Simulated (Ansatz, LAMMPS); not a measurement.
**Electronic structure of glassy 63SiO2-14B2O3-11Na2O-11CaO (mol %) (111 atoms)**

What does DFT give for glassy 63SiO2-14B2O3-11Na2O-11CaO (mol %) (111 atoms) as built?

Main program and level: Ansatz 0.2.0; Kohn-Sham DFT, PBEsol, PAW (set soft_2), plane waves.

## 1. The system as given

The cell holds 111 atoms: 22 Si, 10 B, 8 Na, 4 Ca and 67 O. Cell: a = 11.109 Å, b = 11.109 Å, c = 11.109 Å, α = 90.0°, β = 90.0°, γ = 90.0°. 111 atoms (22 Si, 10 B, 8 Na, 4 Ca, 67 O) placed at random at 2.33 g/cm³, melted at 3000 K for 20 ps at fixed volume with the Buckingham and Coulomb pair potential of Guillot and Sator (Geochim. Cosmochim. Acta 71, 1249 (2007)) with the boron terms of Wang et al. (J. Non-Cryst. Solids 498, 294 (2018)). Quenched from 3000 K to 300 K at 100 K/ps and fixed volume, held 10 ps at zero pressure.

Limits known from the start: The quench rate of 100 K/ps far exceeds what a furnace or splat quench reaches, so expect more defects and frozen-in strain than in a real sample. The starting topology of bonds comes from the classical model, and needn't be the one that DFT or experiment would give. Sampling is at Γ alone, for a cell whose shortest periodic width is 11 Å.

## 2. How the cell was made

A classical potential makes the cell, at a small fraction of what the same run would cost in DFT.

This step: classical MD, Buckingham and Coulomb pair potential of Guillot and Sator (Geochim. Cosmochim. Acta 71, 1249 (2007)) with the boron terms of Wang et al. (J. Non-Cryst. Solids 498, 294 (2018)) (LAMMPS 22 Jul 2025 - Update 4).

in.lmp reads:

```
# melt-quench of Si22B10Na8Ca4O67
units metal
atom_style charge
boundary p p p
region box block 0 11.5178 0 11.5178 0 11.5178
create_box 5 box
mass 1 28.0850   # Si
mass 2 10.8100   # B
mass 3 22.9898   # Na
mass 4 40.0780   # Ca
mass 5 15.9990   # O
create_atoms 1 random 22 97816 NULL overlap 1.5 maxtry 2000
create_atoms 2 random 10 97823 NULL overlap 1.5 maxtry 2000
create_atoms 3 random 8 97830 NULL overlap 1.5 maxtry 2000
create_atoms 4 random 4 97837 NULL overlap 1.5 maxtry 2000
create_atoms 5 random 67 97844 NULL overlap 1.5 maxtry 2000
pair_style buck/coul/long 9.0
pair_coeff * * 0.0 1.0 0.0
pair_coeff 1 5 50306.10 0.161 46.2978   # Si-O
pair_coeff 2 5 206941.81 0.124 35.0018   # B-O
pair_coeff 3 5 120303.80 0.17 0   # Na-O
pair_coeff 4 5 155667.70 0.178 42.2597   # Ca-O
pair_coeff 5 5 9022.79 0.265 85.0921   # O-O
pair_coeff 2 2 484.40 0.35 0.0   # B-B
pair_coeff 1 2 337.70 0.29 0.0   # Si-B
set type 1 charge 1.89
set type 2 charge 1.4175
set type 3 charge 0.4725
set type 4 charge 0.945
set type 5 charge -0.945
kspace_style pppm 1.0e-4
neigh_modify delay 0 every 1 check yes
thermo_style custom step time temp pe press density
thermo_modify norm yes
# [... 17 lines left out ...]
fix md all nvt temp 3000 300 0.1
run 27000 post no
unfix md
thermo 3333
fix md all npt temp 300 300 0.1 iso 0 0 1
run 10000 post no
unfix md
write_dump all custom glass.dump id type xs ys zs modify sort id
```

Run with:

```bash
$ lmp -in in.lmp -log none -nocite
```

The log of the run:

```text
LAMMPS (22 Jul 2025 - Update 4)
Created orthogonal box = (0 0 0) to (11.5178 11.5178 11.5178)
Created 22 atoms
Created 10 atoms
Created 8 atoms
Created 4 atoms
Created 67 atoms
PPPM initialization ...
  G vector (1/distance) = 0.33002151
  grid = 10 10 10
  estimated relative force accuracy = 5.5309723e-05
   Step          Time           Temp          PotEng         Press         Density
         0   0              0              4.1614738      1498562.9      2.3280214
       100   0.1            0             -10.25449      -14656.515      2.3280214
       113   0.113          0             -10.276502     -14108.898      2.3280214
[... 19 lines left out ...]
[... 2 lines left out ...]
Loop time of 15.1076 s on 1 MPI rank(s) for 20000 steps with 111 atoms
   Step          Time           Temp          PotEng         Press         Density
[... 12 lines left out ...]
Loop time of 23.2491 s on 1 MPI rank(s) for 27000 steps with 111 atoms
   Step          Time           Temp          PotEng         Press         Density
[... 1 line left out ...]
     49995   49.995         346.0651      -10.474374      6363.6695      2.5716578
     53328   53.328         335.8461      -10.474026     -5496.6207      2.5865006
     56661   56.661         294.37814     -10.479474     -2266.7503      2.5525021
     58000   58             285.55233     -10.482284     -9298.5966      2.5947139
Loop time of 13.4168 s on 1 MPI rank(s) for 10000 steps with 111 atoms
```

Wall time 53 s (1 thread of AMD EPYC 7R43, shared host); peak memory 0.077 GiB.

## 3. Plane-wave single point

One self-consistent run at the given positions yields energy and forces.

input.yaml reads:

```yaml
crystal:
  lattice:
    - [11.10884, 0.0, 0.0]
    - [0.0, 11.10884, 0.0]
    - [0.0, 0.0, 11.10884]
  atoms:
    - { symbol: Si, position: [0.04316, 0.65777, 0.32149] }
    - { symbol: Si, position: [0.23616, 0.92844, 0.44675] }
    - { symbol: Si, position: [0.56526, 0.9513, 0.13396] }
    - { symbol: Si, position: [0.17104, 0.2381, 0.17333] }
    - { symbol: Si, position: [0.84952, 0.29116, 0.85701] }
    - { symbol: Si, position: [0.37889, 0.75553, 0.12142] }
    - { symbol: Si, position: [0.01605, 0.4757, 0.10723] }
    - { symbol: Si, position: [0.18862, 0.37393, 0.66311] }
    - { symbol: Si, position: [0.73167, 0.89594, 0.9061] }
    - { symbol: Si, position: [0.12567, 0.10174, 0.60752] }
    - { symbol: Si, position: [0.75292, 0.49568, 0.56682] }
    - { symbol: Si, position: [0.99239, 0.86803, 0.86465] }
    - { symbol: Si, position: [0.63623, 0.74235, 0.32044] }
    - { symbol: Si, position: [0.36402, 0.35109, 0.90364] }
    - { symbol: Si, position: [0.33291, 0.70619, 0.74934] }
    - { symbol: Si, position: [0.556, 0.54717, 0.13114] }
    - { symbol: Si, position: [0.50849, 0.89839, 0.52896] }
    - { symbol: Si, position: [0.16866, 0.66256, 0.9567] }
    - { symbol: Si, position: [0.53602, 0.40617, 0.71694] }
    - { symbol: Si, position: [0.50582, 0.11882, 0.65922] }
    - { symbol: Si, position: [0.895, 0.94809, 0.60689] }
    - { symbol: Si, position: [0.31328, 0.61199, 0.33293] }
    - { symbol: B, position: [0.95499, 0.08526, 0.99127] }
    - { symbol: B, position: [0.34622, 0.41546, 0.15992] }
    - { symbol: B, position: [0.9485, 0.48951, 0.70908] }
    - { symbol: B, position: [0.56813, 0.76678, 0.75733] }
    - { symbol: B, position: [0.29025, 0.12113, 0.96746] }
    - { symbol: B, position: [0.28122, 0.97904, 0.77471] }
    - { symbol: B, position: [0.34613, 0.52747, 0.56015] }
    - { symbol: B, position: [0.74423, 0.08449, 0.75042] }
    - { symbol: B, position: [0.83536, 0.72178, 0.46058] }
    - { symbol: B, position: [0.75326, 0.41627, 0.05515] }
    - { symbol: Na, position: [0.3885, 0.11852, 0.32768] }
    - { symbol: Na, position: [0.02645, 0.00242, 0.33956] }
    - { symbol: Na, position: [0.79734, 0.52126, 0.28395] }
    - { symbol: Na, position: [0.17044, 0.92449, 0.12123] }
    - { symbol: Na, position: [0.8887, 0.24166, 0.23047] }
    - { symbol: Na, position: [0.6084, 0.20536, 0.01399] }
    - { symbol: Na, position: [0.06856, 0.3702, 0.41003] }
    - { symbol: Na, position: [0.86672, 0.23723, 0.54105] }
    - { symbol: Ca, position: [0.07345, 0.69663, 0.60868] }
    - { symbol: Ca, position: [0.75364, 0.59155, 0.87069] }
    - { symbol: Ca, position: [0.57621, 0.2815, 0.30917] }
    - { symbol: Ca, position: [0.84336, 0.85132, 0.15936] }
    - { symbol: O, position: [0.86041, 0.83613, 0.51948] }
    - { symbol: O, position: [0.4983, 0.39612, 0.8583] }
    - { symbol: O, position: [0.289, 0.51904, 0.21717] }
    - { symbol: O, position: [0.4772, 0.68806, 0.78392] }
    - { symbol: O, position: [0.09147, 0.76794, 0.89314] }
    - { symbol: O, position: [0.77505, 0.02706, 0.6362] }
    - { symbol: O, position: [0.67173, 0.51859, 0.05021] }
    - { symbol: O, position: [0.22245, 0.06747, 0.50265] }
    - { symbol: O, position: [0.91594, 0.40739, 0.80435] }
    - { symbol: O, position: [0.00943, 0.53319, 0.24386] }
    - { symbol: O, position: [0.3006, 0.30686, 0.21194] }
    - { symbol: O, position: [0.24468, 0.73324, 0.06136] }
    - { symbol: O, position: [0.37783, 0.20841, 0.93838] }
    - { symbol: O, position: [0.12065, 0.24897, 0.62645] }
    - { symbol: O, position: [0.11535, 0.86437, 0.49208] }
    - { symbol: O, position: [0.94971, 0.66096, 0.43563] }
    - { symbol: O, position: [0.4379, 0.8906, 0.10406] }
    - { symbol: O, position: [0.91536, 0.61137, 0.74078] }
    - { symbol: O, position: [0.3951, 0.55609, 0.43922] }
    - { symbol: O, position: [0.17706, 0.64453, 0.37851] }
    - { symbol: O, position: [0.1688, 0.02546, 0.72639] }
    - { symbol: O, position: [0.54753, 0.8499, 0.66725] }
    - { symbol: O, position: [0.89041, 0.45632, 0.59493] }
    - { symbol: O, position: [0.26091, 0.93968, 0.30619] }
    - { symbol: O, position: [0.09926, 0.19071, 0.29306] }
    - { symbol: O, position: [0.78589, 0.74148, 0.33633] }
    - { symbol: O, position: [0.47825, 0.43062, 0.1787] }
    - { symbol: O, position: [0.98656, 0.05779, 0.58269] }
    - { symbol: O, position: [0.55607, 0.08318, 0.1997] }
    - { symbol: O, position: [0.09039, 0.55893, 0.01438] }
    - { symbol: O, position: [0.33154, 0.41608, 0.0287] }
    - { symbol: O, position: [0.64983, 0.95115, 0.01113] }
    - { symbol: O, position: [0.75894, 0.63909, 0.52456] }
    - { symbol: O, position: [0.62974, 0.8398, 0.20973] }
    [... 27 atom lines left out ...]
    - { symbol: O, position: [0.66616, 0.47576, 0.6836] }
    - { symbol: O, position: [0.86722, 0.82812, 0.94241] }
    - { symbol: O, position: [0.69332, 0.41626, 0.45402] }
    - { symbol: O, position: [0.29572, 0.64318, 0.61765] }
    - { symbol: O, position: [0.78912, 0.01689, 0.8497] }
    - { symbol: O, position: [0.08045, 0.47307, 0.68801] }
kpoints:
  mp_grid: { grid: [1, 1, 1] }
hamiltonian:
  xc: pbesol
scf:
  occupations: { method: fixed }
output:
  forces: true
  stress: true
  populations: true
  dos:
    method: { smearing: { sigma: 0.1 } }
    de: 0.1
    projected: { site_lists: { B: [B], Ca: [Ca], Na: [Na], O: [O], Si: [Si] } }
  eigenvalues: true
  write_density: true
  write_potential: true
  volumetric_format: npy
```

Run with:

```bash
$ ansatz run input.yaml --threads 8 --pin off --max-ram 15872MiB --backend cpu --events-out ev --progress --plain --runs-dir out
```

The log of the run:

```text
Engine: ansatz 0.2.0, x86_64-unknown-linux-gnu
Pseudopotentials: kind: paw
Pseudopotential: Si, paw, valence charge 4, recommended cutoff 420 eV (normal), Si.paw.azcp
Pseudopotential: B, paw, valence charge 3, recommended cutoff 420 eV (normal), B.paw.azcp
Pseudopotential: Na, paw, valence charge 9, recommended cutoff 420 eV (normal), Na.paw.azcp
Pseudopotential: Ca, paw, valence charge 10, recommended cutoff 420 eV (normal), Ca.paw.azcp
Pseudopotential: O, paw, valence charge 6, recommended cutoff 420 eV (normal), O.paw.azcp
[... 3 lines on functional and potentials left out ...]
Crystal: 111 atoms, lattice volume = 1370.901 Å³
Basis set: ecut = 420 eV, 26865 PW (Γ), exchange–correlation on 150×150×150 points (8 copies of the dense FFT grid, shifted against one another)
Bands: 427, of which v1, the nominal top of the filled ones, is band 316 counted from 1 (315 counted from 0)
Symmetry: 1 space group operations
[...]
atom   8  Si    -0.84562774     1.67320221     2.23601786
[...]
atom  13  Si     0.23189605     0.03376690     0.37134149
  atom  14  Si    -1.12802512    -0.25158260    -0.35221111
[...]
atom 110  O     -0.26818626    -1.08420542     0.35524575
  atom 111  O      0.49898082     0.24973934    -0.37791128
  max |Σ_I F_I| component: 2.02e-4 eV/Å
--- Stress (GPa, compression-positive) ---
       -1.693736      -0.240507       0.034123
       -0.240507      -5.942321      -1.009480
        0.034123      -1.009483      -3.015454
  P = ⅓ Tr σ = -3.5505 GPa (-35.505 kbar)
--- Band table (eV) ---
  k-point 0: bands = ["-46.9636", "-46.8609", "-46.6107", "-46.5428", [... 411 levels ...], "13.8559", "13.9333", "13.9805", "13.9941", "14.0274", "14.0750", "14.1091", "14.1407", "14.1748", "14.1973", "14.2391", "14.3184"]
--- Löwdin populations: 111 sites ---
  site symbol       q [e]
     0     Si      2.3650
     1     Si      2.4276
     2     Si      2.3336
[...]
110      O      6.6874
  spilling = 0.011480 (of n_electrons = 632.000000)
[key lines of the parts left out:]
SCF converged after 11 iterations
Free energy (F): -71867.842400 eV
Fermi energy:    4.735986 eV
```

The job ended after 18 s (8 threads of AMD EPYC 7R43, shared host; peak memory 2.1 GiB).

The run gave:

| Item | Value |
| --- | --- |
| free energy | -71867.8424 eV |
| free energy per atom | -647.4580 eV/atom |
| SCF cycles | 11 |
| pressure | -3.551 GPa |
| r.m.s. force component | 1.074 eV/Å |
| longest force | 4.964 eV/Å |
| Fermi energy | 4.736 eV |
| gap (highest filled to lowest empty level) | 1.737 eV |
| spilling of the projection | 0.01148 |

Length of the force by element and coordination:

```csv
element,coordination,atoms,mean length of the force (eV/Å),spread,least,most
B,all,10,2.12,0.860,0.819,3.49
Ca,all,4,1.61,0.989,0.104,2.76
Na,all,8,0.948,0.526,0.175,1.78
O,all,67,1.40,0.657,0.425,3.27
Si,all,22,2.36,1.08,0.439,4.96
```

Löwdin charges by element and coordination (they lack the spilled electrons, 0.065 e an atom on average):

```csv
element,coordination,atoms,mean charge (e),spread,least,most
B,all,10,0.558,0.0466,0.484,0.630
Ca,all,4,1.78,0.0063,1.77,1.79
Na,all,8,0.786,0.0169,0.750,0.809
O,all,67,-0.730,0.113,-0.974,-0.422
Si,all,22,1.69,0.0421,1.57,1.77
```

Density of states as counts of states in windows of 1 eV (from the Fermi level), total and the larger projections:

```csv
from (eV),to (eV),total,O p,Si p
-14,-12,0.0,0.0,0.0
-12,-11,2.8,1.8,0.1
-11,-10,8.8,5.9,0.4
-10,-9,17.0,11.6,0.9
-9,-8,18.4,13.1,1.9
-8,-7,32.1,23.6,4.4
-7,-6,34.9,25.9,3.8
-6,-5,33.1,26.2,2.6
-5,-4,56.6,48.7,2.7
-4,-3,54.8,49.6,1.7
-3,-2,61.2,57.0,1.3
-2,-1,53.9,50.9,0.8
-1,0,25.4,24.2,0.4
0,1,2.8,2.7,0.0
1,2,2.0,0.2,0.0
2,3,1.6,0.1,0.1
3,4,11.0,0.6,0.7
4,5,19.8,1.2,1.9
```

With fixed occupations the program's Fermi level is the highest filled level; weight inside the gap is the broadening of levels at its edges.

Between -26 and -14 eV lie 206 more states.

The levels nearest the highest filled one (over half full), pooled over k-points and spins:

```csv
level less the highest filled one (eV),occupation
-0.543,2
-0.217,2
-0.183,2
-0.094,2
-0.0767,2
0,2
1.74,0
2.89,0
3.17,0
3.40,0
3.70,0
3.78,0
```

Valence density in the ab plane at fractional z = 0.320, with atoms of Si and Na and Ca and O within 0.2 Å of it. It is the smooth field of the valence electrons, not physical close to the nuclei.

Ten steps, logarithmic in the rise over the least value, from '0' (0 e/Å³) to '9' (13 e/Å³), each cell a mean:
```
8851124676310000000000000000014
2210125787410000000000000000001
0000013564210000000110000000000
1110001221100000011221111110000
2221000000111100112222345421011
3321100001233210112113467742112
3322222112455321112113467742112
2123444322444310123322345421112
2123454421232110134432111110112
3322333321122100124431012210112
3321111222221100012211136631112
3211000122211000000000158841012
1110000011100000000000024420001
0000000000000000000000000000000
0010000000000000011100000000000
0010000001000001355420000000000
0111100011100003678631000000000
1233311001000003678641000000000
2467531000000001355420000000000
2477631000145410111100000000000
1345421001599830000000000000000
1122100001489730000000000000000
6631000111144310000000000000002
9972012343210000000000000000015
```
Columns run along a (11.1 Å), rows up along b (11.1 Å). Atoms in or near the plane, at fractional coordinates: Si at (0.04, 0.66), Si at (0.64, 0.74), Si at (0.31, 0.61), Na at (0.39, 0.12), Ca at (0.58, 0.28), O at (0.26, 0.94), O at (0.79, 0.74).

Electrostatic potential energy in the ab plane at fractional z = 0.320, with atoms of Si and Na and Ca and O within 0.2 Å of it. With pseudopotentials it is smooth inside the atoms' cores, unlike the true potential.

Values in eV, 13 rows by 16 columns, each cell a mean:
```
-20  -2   9 -10 -33   4  10   9   9   9   9   8   8   7   5  -1
  8  10  11   5  -3  10  11  10   9   7   6   7   8   7   7   8
  9  10  11  11  11  11  10  10   6 -13 -27  -5 -10   1   9  10
-19 -12   6   8   5   0  -3   9   4 -28 -44 -17 -32 -11   8   2
-44 -35  -4  -3 -28 -36  -4   9   8  -1  -4   4   5   7   7  -7
 -6  -2   7   4 -22 -30  -1   9  10   8   8   6 -10  -6   6   4
  7   7   9   9   7   7   9  10  10  10   9   6 -17 -12   5   7
  5   5   7  10  11  10  10   9   6   5   7   8   7   5   6   6
  4   5   7   9  11  10   8   4 -15 -28  -6   6   8   6   5   5
  7   0   6   9  10   8   6   0 -28 -44 -16   4   6   3   2   5
  5 -27  -8  10   8  -1 -13  -1  -2  -5   1   5   6   4   3   6
  5   5   9  11   7 -16 -42  -6   6   8   8   8   7   6   5   5
-34  -8   9  10   8   6   1   6   9   9   9   8   8   7   5  -5
```
Columns run along a (11.1 Å; values clipped at the 3rd and 97th percentile), rows up along b (11.1 Å). Atoms in or near the plane, at fractional coordinates: Si at (0.04, 0.66), Si at (0.64, 0.74), Si at (0.31, 0.61), Na at (0.39, 0.12), Ca at (0.58, 0.28), O at (0.26, 0.94), O at (0.79, 0.74).

Mean Löwdin charges: B +0.56, Ca +1.78, Na +0.79, O -0.73, Si +1.69 e (they miss 1.1 % of the electrons, so they add up to more than the cell's charge).

## 4. Distances and neighbours

These statistics describe the geometry on which the runs were made.

Density 2.59 g/cm³, 12.35 Å³ an atom.

Pair distribution functions g(r), in bins of 0.2 Å:

```csv
r (Å),total,O-O,O-Si,O-B,O-Na,O-Ca,Si-Si
1.30,0.19,0.00,0.00,1.72,0.00,0.00,0.00
1.50,1.59,0.00,0.90,12.63,0.00,0.00,0.00
1.70,2.69,0.00,11.25,0.00,0.00,0.00,0.00
1.90,0.00,0.00,0.00,0.00,0.00,0.00,0.00
2.10,0.00,0.00,0.00,0.00,0.00,0.00,0.00
2.30,0.64,1.22,0.00,0.00,1.15,2.21,0.00
2.50,1.11,2.08,0.00,0.13,2.31,3.34,0.00
2.70,1.52,3.20,0.00,0.00,1.82,0.85,0.00
2.90,0.98,1.09,0.48,0.00,1.46,1.45,1.61
3.10,1.05,0.83,0.85,0.84,0.85,0.22,3.25
3.30,0.86,0.54,0.77,1.54,0.65,0.74,1.06
3.50,0.93,0.60,1.10,1.73,0.83,0.66,0.18
3.70,0.90,0.65,1.46,0.95,0.52,0.75,0.33
3.90,1.25,0.78,1.99,2.15,0.74,0.93,1.19
4.10,1.04,0.70,1.52,1.12,0.72,1.23,1.21
4.30,1.05,0.97,1.22,1.06,1.16,1.33,0.97
4.50,1.04,1.23,0.66,0.85,1.49,1.20,1.35
4.70,0.95,1.19,0.69,0.66,0.92,1.27,1.02
4.90,0.95,1.39,0.72,0.44,0.94,0.92,0.86
5.10,1.02,1.29,0.80,0.56,0.82,1.35,1.56
5.30,0.99,1.10,0.86,1.07,0.94,0.93,0.73
5.50,0.93,0.77,0.98,1.34,0.84,1.15,0.82
```

The surroundings of Si20, which bears the longest force, nearest first, numbered as they follow in the input and with coordinates relative to it.

```csv
atom,x,y,z,distance (Å),Löwdin charge (e),Fx,Fy,Fz (eV/Å)
Si20,0.00,0.00,0.00,0.00,1.66,-1.86,-0.51,4.57
O84,0.29,-0.74,-1.40,1.61,-0.80,0.57,-1.41,-2.90
O105,1.15,-0.43,1.06,1.62,-0.67,0.92,0.32,0.69
O93,-1.40,-0.74,0.53,1.67,-0.66,1.48,1.13,-0.55
O95,0.10,1.68,0.03,1.69,-0.78,0.17,-0.96,-1.00
Si17,0.03,-2.45,-1.45,2.84,1.73,-1.71,-0.22,2.11
B30,2.65,-0.38,1.01,2.86,0.54,-2.10,-0.16,-0.99
O66,0.46,-2.99,0.09,3.02,-0.54,0.87,-0.51,-0.80
O50,2.99,-1.02,-0.26,3.17,-0.66,0.68,-0.78,-1.04
B28,-2.50,-1.55,1.28,3.21,0.58,1.23,2.33,-1.10
Si19,0.34,3.19,0.64,3.27,1.70,-2.39,0.72,-3.38
```

## 5. What came out

```json
{"free energy per atom": "-647.4580 eV/atom", "pressure": "-3.551 GPa", "r.m.s. force component": "1.074 eV/Å", "gap (highest filled to lowest empty level)": "1.737 eV", "wall time of the 1 DFT run": "18 s"}
```

**Reading.** The highest filled and lowest empty levels differ by 1.74 eV (at Γ alone); a semilocal functional tends to put such gaps too low. In a disordered cell it changes from sample to sample, and tail or defect levels can set it.

Caveats: The force components of 1.1 eV/Å r.m.s. hold both thermal displacement and the mismatch between the potential that made the cell and DFT. The stress is far from hydrostatic: its diagonal is -1.7, -5.9, -3.0 GPa, compression counted positive. The pressure of -3.6 GPa is that of one thermal frame, in which the classical model's bond lengths enter as well as the volume, without the kinetic term. The pressure of a single frame lacks the kinetic term.

[Long decimals in the printed logs are rounded to 6 places.]

[Logs are printed without paths, hosts, clocks, repeated set-up lines and the standing remarks that a program may print on its own settings, such as how far it seeks lower states.]

[Hosts, paths, dates, database ids (printed as entryN), source tags and the programs' standing remarks are cut or masked in the printed files.]
